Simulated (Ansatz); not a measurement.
# Screened interactions in RbPrSe2 (R-3m), part 2 of 2

Aim: U, U′ and J for the Pr f shell of RbPrSe2 (R-3m).

Ansatz 0.2.0; non-magnetic LDA, then constrained RPA, plane waves, PAW.

So far: The starting structure; LDA bands and orbital weights.

### 3. Constrained RPA: Pr f, bands v1 to c6, 4×4×4 mesh, medium accuracy

Constrained RPA screens the interaction with every transition except those inside the target bands, which a later many-body model would treat itself.

This step: constrained RPA on LDA, plane waves, PAW.

File input.yaml:

```yaml
crystal:
  lattice:
    - [3.52653635, 6.60414791, 3.52653635]
    - [3.52653635, 3.52653635, 6.60414791]
    - [6.60414791, 3.52653635, 3.52653635]
  atoms:
    - { symbol: Rb, position: [0.0, 0.0, 0.0] }
    - { symbol: Pr, position: [0.5, 0.5, 0.5] }
    - { symbol: Se, position: [0.23421, 0.23421, 0.23421] }
    - { symbol: Se, position: [0.76579, 0.76579, 0.76579] }
kpoints:
  mp_grid: { grid: [8, 8, 8] }
hamiltonian:
  xc: lda
scf:
  occupations: { method: gaussian, width: 0.08 }
  n_extra_bands: 21
  max_iter: 150
output:
  crpa:
    kmesh: [4, 4, 4]
    target_bands: [v1, c6]
    projections: [{ species: Pr, l: f, shell: 4 }]
  local_orbitals:
    kmesh: [8, 8, 8]
    orbitals: [{ species: Pr, l: f, shell: 4 }]
    window: { bands: [v1, c6] }
    seedname: lo
```

Launch:

```bash
$ ansatz run input.yaml --threads 4 --pin off --max-ram 9216MiB --backend cpu --events-out ev --progress --plain --runs-dir out
```

Numbers of over 12 decimals in the logs are rounded to 6 here.

Log:

```text
[...]
Crystal: 4 atoms, lattice volume = 129.357 Å³
Basis set: ecut = 420 eV, 2559 PW (Γ)
Bands: 48, of which v1, the nominal top of the filled ones, is band 27 counted from 1 (26 counted from 0)
Symmetry: 12 space group operations
[...]
k-points: 65 of 512
[...]
SCF iter   1: F=—  HF=-20695.253161 eV  |F-HF|=—  |Δ(HF+E_count)|=         —  Δρ=7.04e-3  dr2=3.64e-2  ethr=1.77e-3  ⟨swp⟩=5.5  Hψ=12927  notcnv=0  defer=330
[...]
SCF iter  14: F=-20695.246046 eV  HF=-20695.246046 eV  |F-HF|=3.63e-9  |Δ(HF+E_count)|=   4.70e-8  Δρ=5.86e-6  dr2=2.51e-8  ethr=1.85e-10  ⟨swp⟩=8.1  Hψ=14289  notcnv=0
SCF 1 converged in 14 iterations: F = -20695.246046 eV  dr2 = 2.51e-8
[...]
NSCF: frozen V_eff on 68 k-points
[...]
cRPA screening: q 1/64
cRPA screening: q 2/64
cRPA screening: q 8/64 (q-point 3)
cRPA screening: q 11/64 (q-point 6)
cRPA screening: q 17/64 (q-point 7)
cRPA screening: q 29/64 (q-point 8)
cRPA screening: q 35/64 (q-point 11)
cRPA screening: q 38/64 (q-point 22)
cRPA screening: q 40/64 (q-point 23)
cRPA screening: q 46/64 (q-point 24)
cRPA screening: q 52/64 (q-point 27)
cRPA screening: q 58/64 (q-point 28)
cRPA screening: q 64/64 (q-point 43)
SCF converged after 14 iterations
Free energy (F): -20695.246046 eV
[...]
Internal energy: -20695.118173 eV  (E = F + TS)
E sigma→0 (E₀):  -20695.182110 eV
Entropy (-TS):   -0.127873 eV (-31.968 meV/atom)
Fermi energy:    7.880937 eV
[...]
--- Band table (eV; the first three rows and the last of 65) ---
  k-point 0: bands = [... 23 lower, 5.8772, 6.1117, 6.1117, 7.8899, 7.9547, 7.9547, 8.0480, 8.3722, ... 17 higher]
  k-point 1: bands = [... 23 lower, 5.6421, 5.9346, 6.0166, 7.8934, 7.9500, 7.9520, 8.0338, 8.1772, ... 17 higher]
  k-point 2: bands = [... 23 lower, 5.0284, 5.8307, 5.9253, 7.8969, 7.9352, 7.9454, 7.9939, 8.0240, ... 17 higher]
  k-point 64: bands = [... 23 lower, 5.0882, 6.0116, 6.0116, 7.8700, 7.9522, 7.9522, 8.0480, 8.1748, ... 17 higher]
--- cRPA (band scheme, projected local orbitals): target bands 27..33 (1-based), 7 Wannier function(s), 4×4×4 mesh, 66 bands' worth read of 71 solved, ecut_chi 136.0 eV, v(q+G=0) probe_charge, pair densities all_electron ---
  bands read: the sum over 66 bands ends inside a degenerate multiplet in 4 slots, whose members it reads at an even weight; the widest, k=0: bands 66 to 67 (counted from 1) at 1/2 each
  χ-basis size per q: N_G = 441..476
  window electrons = 2.0000, filled by tetrahedron_uncorrected; constrained ε̄⁻¹(q = 0, 0) head = 0.180174; min gauge Gram eig = 0.7699
  Kanamori averages over each shell's own Wannier functions (sites counted from 0, functions from 1):
    Site 1, 4F, 7 of 7 f orbitals (Wannier functions 1, 2, 3, 4, 5, 6, 7; wannier90's mr 1, 2, 3, 4, 5, 6, 7):
      screened: U = 4.1400 eV, U' = 3.1360 eV, J = 0.4826 eV
      screened f-shell averages: U_bar = F0 = 3.2794 eV, J_bar = 0.6260 eV
      screened, to within: U = 1.7e-2 eV, U' = 1.7e-2 eV, J = 1.1e-3 eV
      screened f-shell averages, to within: U_bar = 1.5e-2 eV, J_bar = 1.4e-3 eV
      bare: V = 23.4467 eV, V' = 22.0998 eV, J = 0.6257 eV
      bare f-shell averages: V_bar = F0 = 22.2922 eV, J_bar = 0.8181 eV
  Hermiticity witness max|P − P†| over intra, direct and exchange elements: 2.84e-14 eV (screened), 7.11e-15 eV (bare)
  Reality witness max|Im| over intra, direct and exchange elements: 2.77e-13 eV (screened), 1.30e-17 eV (bare)
```

Wall time 15 min (4 threads of Arm Neoverse V1, shared host); peak memory 1.6 GiB.

Numbers from this step:

| Property | Result |
| --- | --- |
| U | 4.140 eV |
| U prime (inter-orbital) | 3.136 eV |
| J | 0.4826 eV |
| bare V | 23.45 eV |
| bare J | 0.6257 eV |
| stated bound on U | 0.01640 eV |
| U over bare V | 0.1766 |
| electrons in the window | 2.000 |
| head of the constrained inverse dielectric matrix | 0.1802 |
| least eigenvalue of the projection's overlap | 0.7699 |
| target functions | 7 |
| bands in the sums | 66 |
| r.m.s. miss of the model bands | 0.003211 eV |
| width of the target bands | 0.5315 eV |
| weight of the projected orbitals in the window | 0.9406 |

On the Pr f shell, screening brings the on-site interaction from 23.4 eV down to U = 4.14 eV.

Kanamori averages over each shell's functions. Crpa shells, by row:

| site | element | shell | orbitals | U (eV) | U' (eV) | J (eV) | bare V (eV) | bare V' (eV) | bare J (eV) | bound on U (eV) |
| --- | --- | --- | --- | --- | --- | --- | --- | --- | --- | --- |
| 2 | Pr | 4F | 7 | 4.14 | 3.136 | 0.4826 | 23.45 | 22.1 | 0.6257 | 0.0164 |

Density-density elements U_iijj, eV. U matrix, by row:

| orbital | Pr2 fz3 | Pr2 fxz2 | Pr2 fyz2 | Pr2 fz(x2-y2) | Pr2 fxyz | Pr2 fx(x2-3y2) | Pr2 fy(3x2-y2) |
| --- | --- | --- | --- | --- | --- | --- | --- |
| Pr2 fz3 | 3.952 | 3.393 | 3.393 | 3.102 | 3.119 | 2.672 | 2.672 |
| Pr2 fxz2 | 3.393 | 4.243 | 3.122 | 3.255 | 3.275 | 2.858 | 2.854 |
| Pr2 fyz2 | 3.393 | 3.122 | 4.243 | 3.255 | 3.275 | 2.854 | 2.858 |
| Pr2 fz(x2-y2) | 3.102 | 3.255 | 3.255 | 4.027 | 3.369 | 3.205 | 3.205 |
| Pr2 fxyz | 3.119 | 3.275 | 3.275 | 3.369 | 4.064 | 3.213 | 3.213 |
| Pr2 fx(x2-3y2) | 2.672 | 2.858 | 2.854 | 3.205 | 3.213 | 4.225 | 3.696 |
| Pr2 fy(3x2-y2) | 2.672 | 2.854 | 2.858 | 3.205 | 3.213 | 3.696 | 4.225 |

Exchange elements U_ijji, eV. J matrix, by row:

| orbital | Pr2 fz3 | Pr2 fxz2 | Pr2 fyz2 | Pr2 fz(x2-y2) | Pr2 fxyz | Pr2 fx(x2-3y2) | Pr2 fy(3x2-y2) |
| --- | --- | --- | --- | --- | --- | --- | --- |
| Pr2 fz3 | - | 0.335 | 0.335 | 0.705 | 0.724 | 0.347 | 0.347 |
| Pr2 fxz2 | 0.335 | - | 0.588 | 0.493 | 0.483 | 0.46 | 0.461 |
| Pr2 fyz2 | 0.335 | 0.588 | - | 0.493 | 0.483 | 0.461 | 0.46 |
| Pr2 fz(x2-y2) | 0.705 | 0.493 | 0.493 | - | 0.339 | 0.599 | 0.599 |
| Pr2 fxyz | 0.724 | 0.483 | 0.483 | 0.339 | - | 0.579 | 0.579 |
| Pr2 fx(x2-3y2) | 0.347 | 0.46 | 0.461 | 0.599 | 0.579 | - | 0.264 |
| Pr2 fy(3x2-y2) | 0.347 | 0.461 | 0.46 | 0.599 | 0.579 | 0.264 | - |

Projected local orbitals of the target window. The electronic bands at the labelled points (eV, zero at the Fermi level; # counts the bands kept):

| point | #1 | #2 | #3 | #4 |
| --- | --- | --- | --- | --- |
| Γ | 0.01 | 0.07 | 0.07 | 0.17 |
| halfway | 0.00 | 0.07 | 0.07 | 0.17 |
| T | -0.01 | 0.07 | 0.07 | 0.17 |
| halfway | 0.00 | 0.04 | 0.07 | 0.11 |
| H2 | 0.01 | 0.02 | 0.03 | 0.06 |
| jump to H0 | 0.01 | 0.02 | 0.03 | 0.06 |
| halfway | 0.00 | 0.01 | 0.05 | 0.06 |
| L | 0.00 | 0.01 | 0.04 | 0.08 |
| halfway | 0.02 | 0.05 | 0.06 | 0.11 |
| Γ | 0.01 | 0.07 | 0.07 | 0.17 |
| halfway | 0.02 | 0.04 | 0.07 | 0.10 |
| S0 | 0.02 | 0.02 | 0.03 | 0.06 |
| jump to S2 | 0.02 | 0.02 | 0.03 | 0.06 |
| halfway | 0.00 | 0.01 | 0.06 | 0.06 |
| F | 0.00 | 0.01 | 0.05 | 0.09 |
| halfway | 0.01 | 0.05 | 0.06 | 0.11 |
| Γ | 0.01 | 0.07 | 0.07 | 0.17 |

The same for Kohn-Sham, solved directly:

| point | #1 | #2 | #3 | #4 |
| --- | --- | --- | --- | --- |
| Γ | 0.01 | 0.07 | 0.07 | 0.17 |
| T | -0.01 | 0.07 | 0.07 | 0.17 |
| H2 | 0.01 | 0.01 | 0.02 | 0.06 |
| H0 | 0.01 | 0.01 | 0.02 | 0.06 |
| L | 0.00 | 0.01 | 0.04 | 0.08 |
| Γ | 0.01 | 0.07 | 0.07 | 0.17 |
| S0 | 0.01 | 0.01 | 0.02 | 0.07 |
| S2 | 0.01 | 0.01 | 0.02 | 0.07 |
| F | 0.00 | 0.01 | 0.05 | 0.09 |
| Γ | 0.01 | 0.07 | 0.07 | 0.17 |

The first set of electronic bands as a text plot (rows in eV; labels by their first letter):

```
    0.5 |**                            *
    0.5 |* *                          ***                       *
    0.5 |   **                        * *                       *
    0.4 |     *                      *   *                     *
    0.4 | *   *                                                *
    0.4 |      *                    *    *
    0.4 |                           *     *                   *
    0.4 |                          * *                         *
    0.3 |  *   **                  *     *             ***   *
    0.3 |   *  * *           ******        *          *   ****
    0.3 |    ** * *               *       *            *
    0.3 |       *           *                         * *   *
    0.2 |          *             *  *     * *        *        *
    0.2 |        *              *                   *    ***
    0.2 |           *       ****           * *       *
    0.2 |*****    *  *    **       *   *    * *    *         *
    0.2 |     **   *  *  * *        *** **  ** ****           ***
    0.1 |       ** *** ** *       **      *  ***            **
    0.1 |         *  **************        *  ***************
    0.1 |          *        *****           **       ******
    0.1 |*******************    *********************     *******
    0.0 |         *  **  ******* **        **  *     ***** **
    0.0 |          *******     *******   ***********     ******
    0.0 |************ *  *******      ***      *** ********    **
         Γ   T        H|H    L         Γ         S|S   F        Γ
```

Onsite levels, by row:

| orbital | level less Fermi level (eV) |
| --- | --- |
| Pr2 fz3 | 0.1483 |
| Pr2 fxz2 | 0.1164 |
| Pr2 fyz2 | 0.1164 |
| Pr2 fz(x2-y2) | 0.0973 |
| Pr2 fxyz | 0.0769 |
| Pr2 fx(x2-3y2) | 0.1292 |
| Pr2 fy(3x2-y2) | 0.1292 |

Largest distinct elements between sites. Hoppings, by row:

| from | to | cell | distance (Å) | t (eV) |
| --- | --- | --- | --- | --- |
| Pr2 fx(x2-3y2) | Pr2 fx(x2-3y2) | 1 0 -1 | 4.352 | 0.0561 |
| Pr2 fz3 | Pr2 fz3 | 0 -1 1 | 4.352 | 0.0478 |
| Pr2 fxz2 | Pr2 fxz2 | 0 -1 1 | 4.352 | 0.047 |
| Pr2 fxz2 | Pr2 fx(x2-3y2) | 0 -1 1 | 4.352 | -0.0233 |
| Pr2 fz(x2-y2) | Pr2 fz(x2-y2) | -1 0 1 | 4.352 | -0.0202 |
| Pr2 fxz2 | Pr2 fx(x2-3y2) | 1 -1 0 | 4.352 | -0.0187 |
| Pr2 fz3 | Pr2 fz3 | 1 0 -1 | 4.352 | 0.0185 |
| Pr2 fx(x2-3y2) | Pr2 fxyz | 1 -1 0 | 4.352 | -0.0156 |
| Pr2 fxyz | Pr2 fxyz | 0 1 -1 | 4.352 | -0.0144 |
| Pr2 fy(3x2-y2) | Pr2 fy(3x2-y2) | -2 0 2 | 8.705 | 0.0141 |
| Pr2 fz(x2-y2) | Pr2 fyz2 | -1 1 0 | 4.352 | 0.0122 |
| Pr2 fxz2 | Pr2 fxz2 | 0 2 -2 | 8.705 | 0.012 |

### 4. Results

| Item | Value |
| --- | --- |
| Pr f | U 4.14 eV, U′ 3.14 eV, J 0.48 eV, bare V 23.4 eV |
| method | constrained RPA on non-magnetic LDA, 4×4×4 mesh, static |

What this shows: For Pr f, screening cuts the on-site interaction from 23.45 eV to 4.14 eV (18 %), while J goes only from 0.63 eV to 0.48 eV: the monopole is screened far more than the multipoles. U − 2J differs from U′ by +0.04 eV, so the Kanamori relation holds well. U is 7.8 times the width of the target bands. The parent state is non-magnetic and the interaction static (zero frequency); U depends on the window and the orbitals, so it belongs to this model alone. The bands cross the Fermi level under this constraint, which need not be the crystal's state: magnetic order, correlation or a lattice distortion may open a gap.

[Paths, hosts, dates, memory and timing lines, banners, echoed tables and standing remarks are left out of the program output.]

[Logs are printed without paths, hosts, clocks, repeated set-up lines and the standing remarks that a program may print on its own settings, such as how far it seeks lower states.]

[Runs of the session that timed out or met a known fault of the program may be left out.]

[Hosts, paths, dates, database ids (printed as entryN), source tags and the programs' standing remarks are cut or masked in the printed files.]
